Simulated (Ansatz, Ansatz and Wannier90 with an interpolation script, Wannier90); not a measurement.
# From a coarse GW mesh to bands everywhere: CsCdCl3 (Pm-3m)

Wanted: quasiparticle gap and band widths of CsCdCl3 (Pm-3m) over the whole zone.

Calculated with Ansatz 0.2.0; LDA, Wannier functions and G0W0, plane waves, PAW.

The database entry behind the starting cell is an old determination (1928), so it need not match the best structure at ambient conditions.

**1. Starting point**

The structure is cubic, space group Pm-3m (No. 221). The conventional cell has a = 5.200 Å, b = 5.200 Å, c = 5.200 Å, α = 90.00°, β = 90.00°, γ = 90.00°. Nearest to Cs lie 12 Cl at 3.68 Å. Nearest to Cd lie 6 Cl at 2.60 Å. Cl has 2 Cd at 2.60 Å and 4 Cs at 3.68 Å nearest. Farther neighbours and most contacts between anions are not listed.

The cell and positions come from the Crystallography Open Database and are kept as given unless a step says otherwise. Spin-orbit coupling is left out unless a step names it. The default PAW set here is soft_2. Its files were made with PBE.

**2. LDA bands**

The cheap functional maps the bands first; the places of the edges decide which points the dearer methods must see.

This step: DFT, LDA, plane waves, PAW.

input.yaml reads:

```yaml
crystal:
  lattice:
    - [5.2, 0.0, 0.0]
    - [0.0, 5.2, 0.0]
    - [0.0, 0.0, 5.2]
  atoms:
    - { symbol: Cs, position: [0.0, 0.0, 0.0] }
    - { symbol: Cd, position: [0.5, 0.5, 0.5] }
    - { symbol: Cl, position: [0.0, 0.5, 0.5] }
    - { symbol: Cl, position: [0.5, 0.0, 0.5] }
    - { symbol: Cl, position: [0.5, 0.5, 0.0] }
kpoints:
  mp_grid: { grid: [4, 4, 4] }
  band_path:
    path:
      - [[0.0, 0.0, 0.0], [0.0, 0.5, 0.0], [0.5, 0.5, 0.0], [0.0, 0.0, 0.0], [0.5, 0.5, 0.5], [0.0, 0.5, 0.0]]
      - [[0.5, 0.5, 0.5], [0.5, 0.5, 0.0]]
    npoints: 10
hamiltonian:
  xc: lda
scf:
  occupations: { method: fermi_dirac, width: 0.02 }
  n_extra_bands: 74
output:
  eigenvalues: true
  fatbands: true
  write_density: true
  write_potential: true
  elf: true
  volumetric_format: npy
```

Launch:

```bash
> ansatz run input.yaml --threads 8 --pin off --max-ram 18432MiB --backend cpu --events-out ev --progress --plain --runs-dir out
```

Numbers of over 12 decimals in the logs are rounded to 6 here.

The log of the run:

```text
scf.n_extra_bands = 74 over 25 filled bands (N_el = 50.0): the run solves 99 bands
Engine: ansatz 0.2.0, aarch64-unknown-linux-gnu
Pseudopotentials: kind: paw
Pseudopotential: Cs, paw, valence charge 9, recommended cutoff 420 eV (normal), Cs.paw.azcp
Pseudopotential: Cd, paw, valence charge 20, recommended cutoff 420 eV (normal), Cd.paw.azcp
Pseudopotential: Cl, paw, valence charge 7, recommended cutoff 420 eV (normal), Cl.paw.azcp
Functional definition: SPW92
  exchange = slater_x
  correlation = pw_c
Crystal: 5 atoms, lattice volume = 140.608 Å³
Basis set: ecut = 420 eV, 2777 PW (Γ)
Bands: 99, of which v1, the nominal top of the filled ones, is band 25 counted from 1 (24 counted from 0)
Symmetry: 48 space group operations
Space group: Pm-3m (ITA 221), of the structure as read, at distance tolerance 5.2e-5 Å
k-points: 10 of 64
Non-local potential: Cs, projectors of the file, l = 0: 3, l = 1: 2, l = 2: 2, l = 3: 2
Non-local potential: Cd, projectors of the file, l = 0: 3, l = 1: 2, l = 2: 2, l = 3: 1
Non-local potential: Cl, projectors of the file, l = 0: 2, l = 1: 2, l = 2: 2
PAW form: soft (Blöchl's): semilocal exchange-correlation on the pseudo side does not see the compensation charge
PAW frozen core: Cs, regenerated for the run's functional, and the local potential with it (the file was generated under x = pbe(κ = 0.804, μ = 0.219515), c = pbe(β = 0.066725))
PAW frozen core: Cd, regenerated for the run's functional, and the local potential with it (the file was generated under x = pbe(κ = 0.804, μ = 0.219515), c = pbe(β = 0.066725))
PAW frozen core: Cl, regenerated for the run's functional, and the local potential with it (the file was generated under x = pbe(κ = 0.804, μ = 0.219515), c = pbe(β = 0.066725))
PAW one-centre angular grid: Cs, 194 points (default); XC on 64 Gauss nodes
PAW one-centre angular grid: Cd, 590 points (default); XC on 64 Gauss nodes
PAW one-centre angular grid: Cl, 110 points (default); XC on 64 Gauss nodes
Initial density: superposition of atomic densities (neutral atoms: chi_scale 0, normalization atom), corrected by the library's trained network
Initial wavefunctions: pseudopotential atomic-orbital guess
Functional: x = slater, c = lda
SCF iter   1: F=—  HF=-16762.450694 eV  |F-HF|=—  |Δ(HF+E_count)|=         —  Δρ=7.42e-3  dr2=7.35e-2  ethr=1.77e-3  ⟨swp⟩=5.1  Hψ=4997  notcnv=0  defer=271
preconditioner: auto → Resta (q_TF=auto, 2.296 Å⁻¹)  ε∞=1.6  [insulator: Δε(μ)=1.389 eV  Ē_g=25.637 eV  σ=0.020 eV  W_gap=1.00  n_scr=26 (ndim 8)  ℏωp=20.3 eV  f_vac=0.041  D(μ)=0.00/eV (n_scr^D=0)  ε∞_Penn≈1.6]
SCF iter   2: F=—  HF=-16762.428099 eV  |F-HF|=—  |Δ(HF+E_count)|=   2.26e-2  Δρ=2.88e-3  dr2=6.93e-3  ethr=1.47e-4  ⟨swp⟩=2.0  Hψ=1197  notcnv=0  defer=623
SCF iter   3: F=—  HF=-16762.426320 eV  |F-HF|=—  |Δ(HF+E_count)|=   1.78e-3  Δρ=9.10e-4  dr2=6.97e-4  ethr=1.39e-5  ⟨swp⟩=2.0  Hψ=331  notcnv=0  defer=665
SCF iter   4: F=—  HF=-16762.426187 eV  |F-HF|=—  |Δ(HF+E_count)|=   1.33e-4  Δρ=1.15e-4  dr2=1.22e-5  ethr=1.39e-6  ⟨swp⟩=2.6  Hψ=523  notcnv=0  defer=665
SCF iter   5: F=—  HF=-16762.426182 eV  |F-HF|=—  |Δ(HF+E_count)|=   5.19e-6  Δρ=3.16e-5  dr2=1.36e-6  ethr=2.45e-8  ⟨swp⟩=2.0  Hψ=533  notcnv=0  defer=665
SCF iter   6: F=-16762.426182 eV  HF=-16762.426182 eV  |F-HF|=6.40e-9  |Δ(HF+E_count)|=   2.64e-7  Δρ=6.48e-6  dr2=7.88e-8  ethr=2.00e-10  ⟨swp⟩=12.2  Hψ=6865  notcnv=0
SCF 1 converged in 6 iterations: F = -16762.426182 eV  dr2 = 7.88e-8
[...]
NSCF: frozen V_eff on 62 k-points
SCF converged after 6 iterations
Free energy (F): -16762.426182 eV
Harris-Foulkes:  -16762.426182 eV  (|F-HF|=6.40e-9)
Internal energy: -16762.426182 eV  (E = F + TS)
E sigma→0 (E₀):  -16762.426182 eV
Fermi energy:    4.473819 eV
--- Per-component energies (eV) ---
  E_band       = -629.880991
  E_kinetic    = 1130.386102
  E_local      = -5640.934701  (includes V_loc(G=0)·N_el)
  E_nonlocal   = 165.995391
  E_hartree    = 2493.987942
  E_xc         = -665.458330
  E_vxc        = -711.576067  (∫ρ·V_xc dr)
  E_paw        = -10727.634110  (= ΣΔE_a)
  E_vpaw       = -561.732001  (= ΣTr[D̂ρ^β])
  E_aug_tail   = 0.000305  (compensation charges beyond the density's cutoff)
  E_ewald      = -3520.377381
  E_core_change = 1.608600  (= ΣΔE_core)
  E_smearing   = -0.000000  (= −TS)
  E_closure    = 0.000000  (closes the sum)
  Σ components = -16762.426182   (vs F -16762.426182, Δ=0.00e0)
--- Band table (eV; the first three rows and the last of 10) ---
  k-point 0: bands = [... 21 lower, 2.7812, 3.1107, 3.1107, 3.1107, 5.2075, 9.2589, 9.5908, 9.5908, ... 70 higher]
  k-point 1: bands = [... 21 lower, 2.7431, 2.7431, 3.0125, 3.0125, 6.4043, 9.9278, 10.1751, 10.2588, ... 70 higher]
  k-point 2: bands = [... 21 lower, 2.7887, 2.7887, 2.8412, 2.8412, 7.9504, 10.6177, 10.9256, 11.4345, ... 70 higher]
  k-point 9: bands = [... 21 lower, 3.4250, 3.4250, 3.6969, 3.6969, 9.3457, 9.3457, 9.3457, 10.9459, ... 70 higher]
```

Elapsed: 7 s, on 8 threads of Arm Neoverse V1, shared host; peak memory 1 GiB.

Reading the cycles: dr2 is the Hartree energy of the density residual (eV), the measure of convergence; HF is the Harris–Foulkes estimate of the energy, which meets the free energy F at convergence.

Numbers from this step:

```
filled bands         : 25
gap                  : 1.511 eV
valence top at       : R
conduction bottom at : Γ
least direct gap     : 2.097 eV
```

The gap is indirect, with the least direct gap 0.59 eV higher.

The electronic bands at the labelled points (eV, zero at the top of the highest nominally filled band):

| point | band 22 | band 23 | band 24 | band 25 | band 26 | band 27 | band 28 | band 29 |
| --- | --- | --- | --- | --- | --- | --- | --- | --- |
| Γ | -0.92 | -0.59 | -0.59 | -0.59 | 1.51 | 5.56 | 5.89 | 5.89 |
| halfway | -0.95 | -0.95 | -0.68 | -0.68 | 2.71 | 6.23 | 6.48 | 6.56 |
| X | -0.91 | -0.91 | -0.86 | -0.86 | 4.25 | 6.92 | 7.23 | 7.74 |
| halfway | -1.01 | -0.98 | -0.54 | -0.53 | 4.75 | 7.30 | 7.64 | 7.82 |
| M | -1.07 | -1.07 | -0.29 | -0.01 | 6.04 | 7.02 | 7.02 | 7.66 |
| halfway | -1.02 | -0.80 | -0.80 | -0.42 | 3.43 | 6.79 | 6.82 | 7.05 |
| Γ | -0.92 | -0.59 | -0.59 | -0.59 | 1.51 | 5.56 | 5.89 | 5.89 |
| halfway | -1.22 | -0.61 | -0.46 | -0.46 | 3.93 | 6.89 | 7.06 | 7.06 |
| R | -0.27 | -0.27 | 0.00 | 0.00 | 5.65 | 5.65 | 5.65 | 7.25 |
| halfway | -0.65 | -0.57 | -0.55 | -0.50 | 5.05 | 6.68 | 7.28 | 7.50 |
| X | -0.91 | -0.91 | -0.86 | -0.86 | 4.25 | 6.92 | 7.23 | 7.74 |
| jump to R | -0.27 | -0.27 | 0.00 | 0.00 | 5.65 | 5.65 | 5.65 | 7.25 |
| halfway | -0.59 | -0.59 | -0.28 | 0.00 | 5.99 | 6.25 | 6.25 | 7.22 |
| M | -1.07 | -1.07 | -0.29 | -0.01 | 6.04 | 7.02 | 7.02 | 7.66 |

Valence density in the ac plane at fractional y = 0.500, with atoms of Cd and Cl within 0.2 Å of it. It is the smooth field of the valence electrons, not physical close to the nuclei.

Ten steps, logarithmic in the rise over the least value, from '_' (0 e/Å³) to '@' (23 e/Å³), each cell a mean:
```
________::====--==--..______
________..::--==--::________
__________..::::....________
::....____..::::....____....
==--::....--++**==::....::--
--==--..::++%%@@##==..::====
::==--::::**@@@@%%==::::==--
====::..::==##%%**--..::--==
--::..__..::----::..__..::::
..________........________..
________..::----::..________
________..--======::..______
________::==--::==--..______
```
Columns run along a (5.2 Å), rows up along c (5.2 Å). Atoms in or near the plane, at fractional coordinates: Cd at (0.50, 0.50), Cl at (0.00, 0.50), Cl at (0.50, 0.00).

Electrostatic potential energy in the ac plane at fractional y = 0.500, with atoms of Cd and Cl within 0.2 Å of it. With pseudopotentials it is smooth inside the atoms' cores, unlike the true potential.

Ten even steps from '0' (-46 eV) to '9' (10 eV), each cell a mean:
```
99998400279999
99999854699999
99999988999999
99999887899999
46898655579985
02787533468840
01687432458830
14898544568862
78999866789998
99999988999999
99999977899999
99999621489999
99998400169999
```
Columns run along a (5.2 Å; values clipped at the 3rd and 97th percentile), rows up along c (5.2 Å). Atoms in or near the plane, at fractional coordinates: Cd at (0.50, 0.50), Cl at (0.00, 0.50), Cl at (0.50, 0.00).

**3. Overlaps and projections on 8×8×8**

This step: overlaps and projections of LDA states for Wannier90, plane waves, PAW.

input.yaml, the sections that differ from step 2:

```yaml
kpoints:
  mp_grid: { grid: [4, 4, 4] }
scf:
  occupations: { method: fixed }
  n_extra_bands: 74
output:
  wannier:
    kmesh: [8, 8, 8]
    projections: [{ species: Cd, l: s, shell: 5 }, { species: Cl, l: p, shell: 3 }]
    minimise: false
    seedname: w
    disentanglement: { window: [-1.62, 12.17], frozen_window: [-1.62, 5.71] }
# crystal, hamiltonian: as in step 2
```

The log of the run:

```text
[...]
Crystal: 5 atoms, lattice volume = 140.608 Å³
Basis set: ecut = 420 eV, 2777 PW (Γ)
Bands: 99, of which v1, the nominal top of the filled ones, is band 25 counted from 1 (24 counted from 0)
Symmetry: 48 space group operations
[...]
k-points: 10 of 64
[...]
--- Band table (eV; the first three rows and the last of 10) ---
  k-point 0: bands = [... 21 lower, 2.7812, 3.1106, 3.1106, 3.1106, 5.2076, 9.2589, 9.5908, 9.5908, ... 70 higher]
  k-point 1: bands = [... 21 lower, 2.7430, 2.7430, 3.0125, 3.0125, 6.4044, 9.9278, 10.1751, 10.2588, ... 70 higher]
  k-point 2: bands = [... 21 lower, 2.7886, 2.7886, 2.8411, 2.8411, 7.9504, 10.6177, 10.9256, 11.4345, ... 70 higher]
  k-point 9: bands = [... 21 lower, 3.4249, 3.4249, 3.6969, 3.6969, 9.3457, 9.3457, 9.3457, 10.9459, ... 70 higher]
[key lines of the parts left out:]
SCF converged after 6 iterations
Free energy (F): -16762.426182 eV
Fermi energy:    3.696862 eV
```

The job ended after 15 s (8 threads; peak memory 2.8 GiB; 1.8 min of CPU time).

(Continued in part 2 of 3.)

[Paths, hosts, dates, memory and timing lines, banners, echoed tables and standing remarks are left out of the program output.]

[Logs are printed without paths, hosts, clocks, repeated set-up lines and the standing remarks that a program may print on its own settings, such as how far it seeks lower states.]

[Runs of the session that timed out or met a known fault of the program may be left out.]

[Hosts, paths, dates, database ids (printed as entryN), source tags and the programs' standing remarks are cut or masked in the printed files.]
